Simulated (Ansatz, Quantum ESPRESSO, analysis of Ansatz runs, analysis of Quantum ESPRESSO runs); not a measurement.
# N-H pair in ZnSe: local vibrational mode against experiment (Quantum ESPRESSO), part 2 of 2

Subject: N-H pair in ZnSe. Wanted: its local vibrational mode, in one set-up (QE: PBE, GBRV 1.5 PBE, 32-site cell, PBE lattice, k: the single point 1/4 1/4 1/4, start relaxed with Ansatz). The model is a cell of 32 host atoms with N put on another atom's site and H put in between. The frequencies come from force constants among the defect atom and its neighbours, with the masses of the isotopes named. Other potentials or another program check that the number doesn't hang on one set of files.

Quantum ESPRESSO 7.5; QE: PBE, GBRV 1.5 PBE, 32-site cell, PBE lattice, k: the single point 1/4 1/4 1/4, start relaxed with Ansatz.

So far. Step 2 (Relaxation, charge 0): Neighbours of the added atoms: H33: N28 1.04, Zn9 2.47, Zn12 2.47 Å.

**3. Atom Zn9 moved by 0.015 A along x**

Force constants come from the forces after small displacements. One such run is shown.

This step: Quantum ESPRESSO plane-wave DFT, PBE, GBRV 1.5 PBE potentials; single point of a defect supercell.

pw.in

```
&CONTROL
  calculation = 'scf'
  prefix = 'pwscf'
  outdir = './tmp'
  pseudo_dir = './pseudo'
  tprnfor = .true.
  disk_io = 'low'
/
&SYSTEM
  ibrav = 0
  nat = 33
  ntyp = 4
  ecutwfc = 45
  ecutrho = 360
  nbnd = 212
  occupations = 'smearing'
  smearing = 'fd'
  degauss = 0.00073499
  nosym = .true.
/
&ELECTRONS
  conv_thr = 1d-10
  electron_maxstep = 100
  mixing_beta = 0.5
/
ATOMIC_SPECIES
Zn    65.3800 zn_pbe_v1.uspp.F.UPF
Se    78.9710 se_pbe_v1.uspp.F.UPF
N     14.0070 n_pbe_v1.2.uspp.F.UPF
H      1.0080 h_pbe_v1.4.uspp.F.UPF
CELL_PARAMETERS angstrom
  -5.7287055320    5.7287055320   -5.7287055320
   5.7287055320    5.7287055320    5.7287055320
   5.7287055320   -5.7287055320   -5.7287055320
ATOMIC_POSITIONS crystal
Zn    -0.0018061115   -0.0055561735   -0.0019317484
Zn    -0.0018063200    0.2475302120    0.7450239538
[... 4 atom lines left out ...]
Zn     0.1818586430    0.4312024336    0.1817727657
[... 1 atom line left out ...]
Zn     0.5146434482   -0.0260298427    0.5158428979
[... 2 atom lines left out ...]
Zn     0.5146416749    0.7639827767    0.7232015124
[... 3 atom lines left out ...]
Zn     0.7232676428    0.7639733374    0.5144999640
[... 2 atom lines left out ...]
Se    -0.0049911015    0.5008037938    0.2513606724
[... 1 atom line left out ...]
Se     0.2595551610   -0.0025648240    0.5009255373
Se     0.2514630724    0.2443601893    0.2513686131
Se     0.2514632290    0.5008197190   -0.0050642343
Se     0.2595416996    0.7503469312    0.7479759102
Se     0.5010062193   -0.0025796219    0.2594392794
[... 2 atom lines left out ...]
N      0.5367537373    0.7861181317    0.5366617825
[... 4 atom lines left out ...]
H      0.4324186770    0.6818050845    0.4323439640
K_POINTS crystal
1
0.25 0.25 0.25 1.0
```

Started as:

```sh
> OMP_NUM_THREADS=1 mpirun -n 2 pw.x -in pw.in > pw.out
```

What it wrote:

```text
[banner, memory and clock lines left out]
          URL

     bravais-lattice index     =            0
     lattice parameter (alat)  =      18.7506  a.u.
     unit-cell volume          =    5074.8837 (a.u.)^3
     number of atoms/cell      =           33
     number of atomic types    =            4
     number of electrons       =       416.00
     number of Kohn-Sham states=          212
     kinetic-energy cutoff     =      45.0000  Ry
     charge density cutoff     =     360.0000  Ry
     scf convergence threshold =      1.0E-10
     mixing beta               =       0.5000
     number of iterations used =            8  plain     mixing
     Exchange-correlation=  SLA  PW   PBX  PBC
                           (   1   4   3   4   0   0   0)

     celldm(1)=  18.750636  celldm(2)=   0.000000  celldm(3)=   0.000000
     celldm(4)=   0.000000  celldm(5)=   0.000000  celldm(6)=   0.000000

     crystal axes: (cart. coord. in units of alat)
               a(1) = (  -0.577350   0.577350  -0.577350 )
               a(2) = (   0.577350   0.577350   0.577350 )
               a(3) = (   0.577350  -0.577350  -0.577350 )

     reciprocal axes: (cart. coord. in units 2 pi/alat)
               b(1) = (  0.000000  0.866025 -0.866025 )
               b(2) = (  0.866025  0.866025 -0.000000 )
               b(3) = (  0.866025  0.000000 -0.866025 )

     PseudoPot. # 1 for Zn read from file:
     zn_pbe_v1.uspp.F.UPF
     Pseudo is Ultrasoft, Zval = 20.0
     Generated by new atomic code, or converted to UPF format
     Using radial grid of  943 points,  6 beta functions with:
                l(1) =   0
                l(2) =   0
                l(3) =   1
                l(4) =   1
                l(5) =   2
                l(6) =   2
     Q(r) pseudized with  8 coefficients,  rinner =    1.100   1.100   1.100
                                                       1.100   1.100

     PseudoPot. # 2 for Se read from file:
     se_pbe_v1.uspp.F.UPF
     Pseudo is Ultrasoft + core correction, Zval =  6.0
     Generated by new atomic code, or converted to UPF format
     Using radial grid of  877 points,  6 beta functions with:
                l(1) =   0
                l(2) =   0
                l(3) =   1
                l(4) =   1
[...]
Q(r) pseudized with  8 coefficients,  rinner =    1.300   1.300   1.300
                                                       1.300   1.300

     PseudoPot. # 3 for N  read from file:
     n_pbe_v1.2.uspp.F.UPF
     Pseudo is Ultrasoft + core correction, Zval =  5.0
     Generated by new atomic code, or converted to UPF format
     Using radial grid of  729 points,  4 beta functions with:
[...]
l(2) =   0
                l(3) =   1
                l(4) =   1
     Q(r) pseudized with  8 coefficients,  rinner =    0.900   0.900   0.900

     PseudoPot. # 4 for H  read from file:
     h_pbe_v1.4.uspp.F.UPF
     Pseudo is Ultrasoft, Zval =  1.0
     Generated by new atomic code, or converted to UPF format
     Using radial grid of  615 points,  2 beta functions with:
                l(1) =   0
                l(2) =   0
     Q(r) pseudized with  8 coefficients,  rinner =    0.700

     atomic species   valence    mass     pseudopotential
     Zn               20.00    65.38000     Zn( 1.00)
     Se                6.00    78.97100     Se( 1.00)
     N                 5.00    14.00700     N ( 1.00)
     H                 1.00     1.00800     H ( 1.00)

     No symmetry found

   Cartesian axes

     site n.     atom                  positions (alat units)
         1        Zn     tau(   1) = (  -0.0032804  -0.0031353  -0.0010498  )
         2        Zn     tau(   2) = (   0.5740943  -0.2882710  -0.2861853  )
         3        Zn     tau(   3) = (   0.5836306  -0.0024022  -0.0028782  )
         4        Zn     tau(   4) = (   0.5836379   0.2909253   0.2904152  )
         5        Zn     tau(   5) = (   0.2841957  -0.2918212  -0.5748611  )
         6        Zn     tau(   6) = (   0.2908165  -0.0024127  -0.2956974  )
         7        Zn     tau(   7) = (   0.2489053   0.2490044   0.0390121  )
         8        Zn     tau(   8) = (   0.2908166   0.5837372   0.2904470  )
         9        Zn     tau(   9) = (  -0.0143358  -0.0157208  -0.6099799  )
        10        Zn     tau(  10) = (  -0.0025119   0.2909207  -0.2957084  )
        11        Zn     tau(  11) = (  -0.0025089   0.5837342  -0.0028777  )
        12        Zn     tau(  12) = (   0.5614977   0.3206736  -0.2735834  )
        13        Zn     tau(  13) = (  -0.2919326   0.2843146  -0.5748488  )
        14        Zn     tau(  14) = (  -0.2883941   0.5742011  -0.2861599  )
        15        Zn     tau(  15) = (   0.2854237   0.2855334  -0.5736089  )
        16        Zn     tau(  16) = (   0.3205481   0.5616123  -0.2735452  )
        17        Se     tau(  17) = (   0.4336673  -0.4339812  -0.4326797  )
        18        Se     tau(  18) = (   0.4303084  -0.1446784  -0.1423739  )
        19        Se     tau(  19) = (   0.4371440   0.1411344   0.1468977  )
        20        Se     tau(  20) = (   0.4303013   0.4303987   0.4327045  )
        21        Se     tau(  21) = (   0.1378744  -0.1408361  -0.4405445  )
[...]
total energy              =   -8061.49751692 Ry
     estimated scf accuracy    <       0.88793192 Ry

     iteration #  3     ecut=    45.00 Ry     beta= 0.50
     Davidson diagonalization with overlap
     ethr =  2.13E-04,  avg # of iterations =  3.0

     total energy              =   -8061.67414412 Ry
     estimated scf accuracy    <       0.08335138 Ry

     iteration #  4     ecut=    45.00 Ry     beta= 0.50
     Davidson diagonalization with overlap
     ethr =  2.00E-05,  avg # of iterations =  3.0

     total energy              =   -8061.68663044 Ry
     estimated scf accuracy    <       0.01413196 Ry

     iteration #  5     ecut=    45.00 Ry     beta= 0.50
     Davidson diagonalization with overlap
     ethr =  3.40E-06,  avg # of iterations =  6.0

     total energy              =   -8061.68831125 Ry
     estimated scf accuracy    <       0.00164309 Ry

     iteration #  6     ecut=    45.00 Ry     beta= 0.50
     Davidson diagonalization with overlap
     ethr =  3.95E-07,  avg # of iterations =  5.0

     total energy              =   -8061.68851039 Ry
     estimated scf accuracy    <       0.00013464 Ry

     iteration #  7     ecut=    45.00 Ry     beta= 0.50
     Davidson diagonalization with overlap
     ethr =  3.24E-08,  avg # of iterations =  6.0

     total energy              =   -8061.68859474 Ry
     estimated scf accuracy    <       0.00001880 Ry

     iteration #  8     ecut=    45.00 Ry     beta= 0.50
     Davidson diagonalization with overlap
     ethr =  4.52E-09,  avg # of iterations =  3.0

     total energy              =   -8061.68860095 Ry
     estimated scf accuracy    <       0.00000440 Ry

     iteration #  9     ecut=    45.00 Ry     beta= 0.50
     Davidson diagonalization with overlap
     ethr =  1.06E-09,  avg # of iterations =  2.0

     total energy              =   -8061.68860163 Ry
     estimated scf accuracy    <       0.00000082 Ry

     iteration # 10     ecut=    45.00 Ry     beta= 0.50
     Davidson diagonalization with overlap
     ethr =  1.96E-10,  avg # of iterations =  5.0

     total energy              =   -8061.68860194 Ry
     estimated scf accuracy    <       0.00000010 Ry

     iteration # 11     ecut=    45.00 Ry     beta= 0.50
     Davidson diagonalization with overlap
     ethr =  2.50E-11,  avg # of iterations =  6.0

     total energy              =   -8061.68860199 Ry
     estimated scf accuracy    <       0.00000001 Ry

     iteration # 12     ecut=    45.00 Ry     beta= 0.50
     Davidson diagonalization with overlap
     ethr =  2.51E-12,  avg # of iterations =  6.0

     total energy              =   -8061.68860199 Ry
     estimated scf accuracy    <          6.1E-09 Ry

     iteration # 13     ecut=    45.00 Ry     beta= 0.50
     Davidson diagonalization with overlap
     ethr =  1.46E-12,  avg # of iterations =  2.0

     total energy              =   -8061.68860200 Ry
     estimated scf accuracy    <          2.1E-10 Ry

     iteration # 14     ecut=    45.00 Ry     beta= 0.50
     Davidson diagonalization with overlap
     ethr =  1.00E-13,  avg # of iterations =  4.0

     End of self-consistent calculation

          k = 0.4330 0.4330-0.4330 ( 25876 PWs)   bands (ev):

  -119.9314-119.4148-119.4141-119.4119-119.4117-119.4096-119.4085-119.4041
  -119.4035-119.4012-119.3291-119.3286-119.3244-119.1076-119.1042-119.1040
   -74.1770 -74.0579 -74.0578 -73.5936 -73.5928 -73.5907 -73.5905 -73.5885
   -73.5874 -73.5787 -73.5779 -73.5778 -73.5774 -73.5771 -73.5770 -73.5757
   -73.5755 -73.5748 -73.5747 -73.5746 -73.5735 -73.5725 -73.5724 -73.5713
   -73.5695 -73.5692 -73.5688 -73.5686 -73.5666 -73.5663 -73.5008 -73.5003
   -73.4966 -73.4963 -73.4961 -73.4945 -73.4942 -73.4919 -73.4899 -73.3096
   -73.3059 -73.3056 -73.3041 -73.3010 -73.3009 -73.2209 -73.2174 -73.2170
    -8.8552  -6.9893  -6.8863  -6.8833  -6.7551  -6.5175  -6.5166  -6.4246
    -6.3733  -6.3663  -6.3650  -6.3365  -6.3311  -6.2941  -6.2862  -6.2714
    -1.0181  -1.0011  -1.0010  -0.9298  -0.9298  -0.7371  -0.6134  -0.6031
    -0.6021  -0.6018  -0.5892  -0.5886  -0.5857  -0.5848  -0.5841  -0.5697
[...]
1.3865   1.4593   1.5620   1.5660   2.1789   2.7711   2.8215   2.8236
     2.9977   3.3263   3.3274   3.4230   3.4911   3.4929   3.5151   3.5165
     3.5565   3.5587   3.6141   3.6173   3.9298   4.2150   4.2160   4.2438
     4.2472   4.2972   4.2991   4.3146   4.3486   4.4075   4.4086   4.4111
     5.1023   5.2142   5.2165   5.3556   5.3578   5.3902   5.3917   5.4024
     8.0858   8.3289   8.4485   8.4511

     the Fermi energy is     6.5420 ev

!    total energy              =   -8061.68860200 Ry
     estimated scf accuracy    <          6.0E-11 Ry
     smearing contrib. (-TS)   =       0.00000000 Ry
     internal energy E=F+TS    =   -8061.68860200 Ry

     The total energy is F=E-TS. E is the sum of the following terms:
     one-electron contribution =   -7635.87688615 Ry
     hartree contribution      =    3911.99109695 Ry
     xc contribution           =   -1127.04379038 Ry
     ewald contribution        =   -3210.75902241 Ry

     convergence has been achieved in  14 iterations

     Forces acting on atoms (cartesian axes, Ry/au):

     atom    1 type  1   force =     0.00004984    0.00001167   -0.00001754
     atom    2 type  1   force =    -0.00018997    0.00015631   -0.00014650
     atom    3 type  1   force =     0.00007742   -0.00002500   -0.00004136
     atom    4 type  1   force =    -0.00015159   -0.00011478    0.00017376
     atom    5 type  1   force =     0.00004633   -0.00008447   -0.00014672
     atom    6 type  1   force =     0.00016684    0.00012184    0.00004507
     atom    7 type  1   force =     0.00020454    0.00021035   -0.00021698
     atom    8 type  1   force =     0.00016196    0.00017368   -0.00008815
     atom    9 type  1   force =    -0.00342658   -0.00153044   -0.00088440
     atom   10 type  1   force =    -0.00025152   -0.00010121   -0.00018740
[...]
atom   29 type  2   force =     0.00003411    0.00004340   -0.00003767
     atom   30 type  2   force =     0.00087094    0.00070389   -0.00050102
     atom   31 type  2   force =    -0.00002435    0.00003913   -0.00008121
     atom   32 type  2   force =    -0.00005233    0.00011592   -0.00012051
     atom   33 type  4   force =    -0.00005872   -0.00006930    0.00062343

     Total force =     0.004658     Total SCF correction =     0.000023
```

It took 5.8 min on 2 MPI ranks of Arm Neoverse V1, shared host; peak memory 2.5 GiB; 12 min of CPU time.

At this level the gap is 2.68 eV on the k-mesh of the self-consistent run, which can miss the band edges.

**4. Local vibrational modes**

Analysis of the runs above: force constants by central differences of Quantum ESPRESSO plane-wave DFT, PBE, GBRV 1.5 PBE potentials forces among the atoms nearest to a defect, the others at rest.

The modes with the largest weight on the probed atoms (the light atom of a pair), for the masses of each isotope. Modes of the displaced atoms (local only where they lie over the host's phonons):

```tsv
isotopes	mode (cm⁻¹)	share of the defect atoms
H	3365	0.936
H	819.6	0.91
H	819.6	0.91
D	2456	0.877
D	619.2	0.642
D	619.2	0.642
```

**5. Outcome**

| Item | Value |
| --- | --- |
| distance from the defect atom to its nearest neighbour | 1.035 Å |
| N-H stretch, 1H | 3365 cm⁻¹ |
| N-H wag, 1H | 820 cm⁻¹ |

In words: N-H stretch, 1H: computed 3365 cm⁻¹, measured 3194 cm⁻¹; 171 cm⁻¹ (5 %) above the measurement. N-H wag, 1H: computed 820 cm⁻¹, measured 783 cm⁻¹; 37 cm⁻¹ (5 %) above the measurement. The computed value is harmonic, while the measured line is the anharmonic fundamental, which for X–H stretches usually lies a few per cent lower. Only the named neighbours move, so modes near the host's band are approximate.

[Logs are printed without paths, hosts, clocks, repeated set-up lines and the standing remarks that a program may print on its own settings, such as how far it seeks lower states.]

[Hosts, paths, dates, database ids (printed as entryN), source tags and the programs' standing remarks are cut or masked in the printed files.]

[For some hosts the program warned that the k-mesh of the response run may be too coarse for force constants and the static dielectric constant; such warnings are not shown here.]
